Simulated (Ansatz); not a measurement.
# How many bands does the GW gap of KBr (Fm-3m) need?, part 2 of 2

Aim: see how the G0W0 gap of KBr (Fm-3m) on PBE moves with empty bands and screening cutoff, and what each rung costs.

Ansatz 0.2.0; G0W0 on PBE, plane waves, PAW. Known limits of the many-body steps: not at the basis limit; no spin-orbit coupling.

So far. Step 4 (461 empty bands, screening to 200 eV): Against the run with 4×4×4 mesh, 214 empty bands, screening to 120 eV, the gap moves by +0.12 eV.

## Step 5: Changing the frequency model: 4×4×4 mesh, 214 empty bands, screening to 120 eV, plasmon pole

A plasmon pole stands in for the full frequency dependence of the screening; this run shows what that costs in accuracy. Bands and cutoff differ from the step before, so it is read against an earlier run that matches them.

input.yaml reads:

```yaml
crystal:
  lattice:
    - [0.0, 3.3, 3.3]
    - [3.3, 0.0, 3.3]
    - [3.3, 3.3, 0.0]
  atoms:
    - { symbol: K, position: [0.0, 0.0, 0.0] }
    - { symbol: Br, position: [0.5, 0.5, 0.5] }
kpoints:
  mp_grid: { grid: [4, 4, 4] }
hamiltonian:
  xc: pbe
scf:
  occupations: { method: fixed }
gw:
  n_empty_bands: 214
  ecut_chi: 120
  qp_bands: [v2, c2]
  qp_kpoints: band_edges
  screening: { model: godby_needs }
```

The run is started by

```
> ansatz run input.yaml --threads 3 --pin off --max-ram 92160MiB --backend cuda --events-out ev --progress --plain --runs-dir out --devices 1 --max-vram 13GiB
```

Numbers of over 12 decimals in the logs are rounded to 6 here.

Output:

```text
GPUs: using 1 of 1 available (devices: 1).
[...]
GPU FFT provider: cuFFT
GPU libraries: cuBLAS 13.8.2, cuFFT 12.4.0, cuSOLVER 12.3.4
Crystal: 2 atoms, lattice volume = 71.874 Å³
Basis set: ecut = 420 eV, 1411 PW (Γ)
Bands: 12, of which v1, the nominal top of the filled ones, is band 8 counted from 1 (7 counted from 0)
Symmetry: 48 space group operations
[...]
k-points: 8 of 64
[...]
1    10      8.5566    -4.2302    -3.2551    -8.5939  0.8562     9.6733     9.6652  root
[...]
7     7      0.4832   -18.6170     2.1272   -14.5097  0.8148    -1.5278    -1.4969  root
     7     8      0.5329   -18.5711     2.1031   -14.5149  0.8141    -1.4512    -1.4203  root
     7     9      8.4558    -4.2249    -3.2101    -8.4629  0.8562     9.4905     9.4837  root
     7    10      8.4558    -4.2249    -3.2101    -8.4629  0.8562     9.4905     9.4837  root
[key lines of the parts left out:]
SCF converged after 6 iterations
Free energy (F): -4324.496178 eV
Fermi energy:    1.069751 eV
```

The job ended after 13 s (1 × NVIDIA H100 80GB HBM3 (shared by 6 runs) with 3 threads of AMD EPYC 7R13 (Zen 3), shared host; peak memory 1.2 GiB; 12 s of CPU time).

This step gave:

- bands summed: 222
- plasmon-pole fit frequency: 17.52 eV
- RPA ε∞ on this mesh (eigenvalues): 2.365, 2.365, 2.365
- plane waves in the screening matrix: 181
- G0W0 gap on the mesh: 6.936 eV
- k of the valence top: 0, 0, 0
- k of the conduction bottom: 0, 0, 0
- starting gap on the mesh: 4.435 eV
- least direct G0W0 gap on the computed points: 6.936 eV

Against the run with 4×4×4 mesh, 214 empty bands, screening to 120 eV, the gap moves by +0.004 eV.

## Step 6: Changing the files: 4×4×4 mesh, 214 empty bands, screening to 120 eV, hard PAW files

Other atomic data (hard PAW) test the pseudisation: the cutoff goes from 420 to 680 eV and the valence electrons from 16 to 26, which opens shells that were frozen.

Changes to input.yaml since step 5:

```diff
@@ -12,2 +12,3 @@
   xc: pbe
+  pseudopotentials: { kind: paw, source: ansatz }
 scf:
@@ -19,2 +20,2 @@
   qp_kpoints: band_edges
-  screening: { model: godby_needs }
+  screening: { model: contour_deformation }
```

Output:

```text
GPUs: using 1 of 1 available (devices: 1).
[...]
GPU FFT provider: cuFFT
GPU libraries: cuBLAS 13.8.2, cuFFT 12.4.0, cuSOLVER 12.3.4
Crystal: 2 atoms, lattice volume = 71.874 Å³
Basis set: ecut = 680 eV, 2891 PW (Γ)
Bands: 17, of which v1, the nominal top of the filled ones, is band 13 counted from 1 (12 counted from 0)
Symmetry: 48 space group operations
[...]
k-points: 8 of 64
[...]
1    15      9.5321    -4.2320    -3.3193    -8.5969  0.8461    10.5898    10.5777  root
[...]
7    12      1.4576   -18.6178     2.1322   -14.5080  0.8017    -0.5801    -0.5200  root
     7    13      1.5075   -18.5746     2.1040   -14.5164  0.8010    -0.5054    -0.4468  root
     7    14      9.4312    -4.2265    -3.2690    -8.4657  0.8457    10.4118    10.4014  root
     7    15      9.4312    -4.2265    -3.2690    -8.4657  0.8457    10.4118    10.4014  root
[key lines of the parts left out:]
SCF converged after 7 iterations
Free energy (F): -7678.086390 eV
Fermi energy:    2.044074 eV
```

It took 14 s on 1 × NVIDIA H100 80GB HBM3 (shared by 6 runs) with 3 threads; peak memory 1.2 GiB.

Numbers from this step:

```yaml
bands_summed: 227
rpa_eps_infinity_on_this_mesh_eigenvalues: 2.365, 2.365, 2.365
plane_waves_in_the_screening_matrix: 181
g0w0_gap_on_the_mesh: 6.919 eV
k_of_the_valence_top: 0, 0, 0
k_of_the_conduction_bottom: 0, 0, 0
starting_gap_on_the_mesh: 4.435 eV
least_direct_g0w0_gap_on_the_computed_points: 6.919 eV
```

Against the run with 4×4×4 mesh, 214 empty bands, screening to 120 eV, the gap moves by −0.013 eV.

## Step 7: Side by side

Times are wall times on 1 × NVIDIA H100 80GB HBM3 (shared by 6 runs) with 3 threads of AMD EPYC 7R13 (Zen 3), shared host, good to a factor of about two.

| mesh | files | frequency | bands summed | cutoff (eV) | start (eV) | G0W0 (eV) | time | host memory (GiB) |
| --- | --- | --- | --- | --- | --- | --- | --- | --- |
| 4×4×4 | default PAW | contour deformation | 83 | 60 | 4.435 | 6.659 | 7.4 s | 0.98 |
| 4×4×4 | default PAW | contour deformation | 222 | 120 | 4.435 | 6.932 | 12 s | 1.1 |
| 4×4×4 | default PAW | contour deformation | 469 | 200 | 4.435 | 7.050 | 17 s | 1.4 |
| 4×4×4 | default PAW | plasmon pole | 222 | 120 | 4.435 | 6.936 | 13 s | 1.2 |
| 4×4×4 | hard PAW | contour deformation | 227 | 120 | 4.435 | 6.919 | 14 s | 1.2 |

How the two edges are built up, in eV (the quasiparticle level is the starting level plus Σx plus Σc less Vxc):

| run | edge | start | Σx | Σc | Vxc | Z | QP |
| --- | --- | --- | --- | --- | --- | --- | --- |
| 83 bands | valence top | 1.07 | -19.47 | 2.36 | -15.57 | 0.81 | -0.47 |
| 83 bands | conduction bottom | 5.50 | -4.27 | -2.91 | -7.86 | 0.86 | 6.19 |
| 222 bands | valence top | 1.07 | -19.47 | 2.01 | -15.57 | 0.80 | -0.81 |
| 222 bands | conduction bottom | 5.50 | -4.27 | -2.98 | -7.86 | 0.86 | 6.12 |
| 469 bands | valence top | 1.07 | -19.47 | 1.85 | -15.57 | 0.80 | -0.98 |
| 469 bands | conduction bottom | 5.50 | -4.27 | -3.03 | -7.86 | 0.86 | 6.07 |

## Step 8: What came out

- 83 bands, 60 eV: 6.659 eV
- 222 bands, 120 eV: 6.932 eV
- 469 bands, 200 eV: 7.050 eV
- estimated limit in bands and cutoff: 7.16 eV
- mesh and start: 4×4×4, PBE

A line in one over the bands through the two highest rungs gives 7.16 eV, +0.11 eV from the top rung; the pair below gives 7.09 eV, so the estimate is still climbing. The rungs stand 0.50 eV (83 bands), 0.22 eV (222 bands) and 0.11 eV (469 bands) from it. From 83 to 469 bands the gap moves by +0.39 eV while the time grows 2.4-fold. Σc changes by −0.51 eV at the valence top and −0.12 eV at the conduction bottom, so the valence edge carries most of the change. The plasmon-pole model gives +0.004 eV against contour deformation, 0 % of the correction, and saved no time in this program. Hard PAW files move the gap by −0.01 eV at equal bands and cutoff, −0.001 eV of it in the start. The many-body steps are scalar-relativistic: spin-orbit coupling is not in them.

[Paths, hosts, dates, memory and timing lines, banners, echoed tables and standing remarks are left out of the program output.]

[Logs are printed without paths, hosts, clocks, repeated set-up lines and the standing remarks that a program may print on its own settings, such as how far it seeks lower states.]

[Runs of the session that timed out or met a known fault of the program may be left out.]

[Cells called generated may have been cut or substituted from an entry of the Crystallography Open Database or the Materials Project.]

[Hosts, paths, dates, database ids (printed as entryN), source tags and the programs' standing remarks are cut or masked in the printed files.]
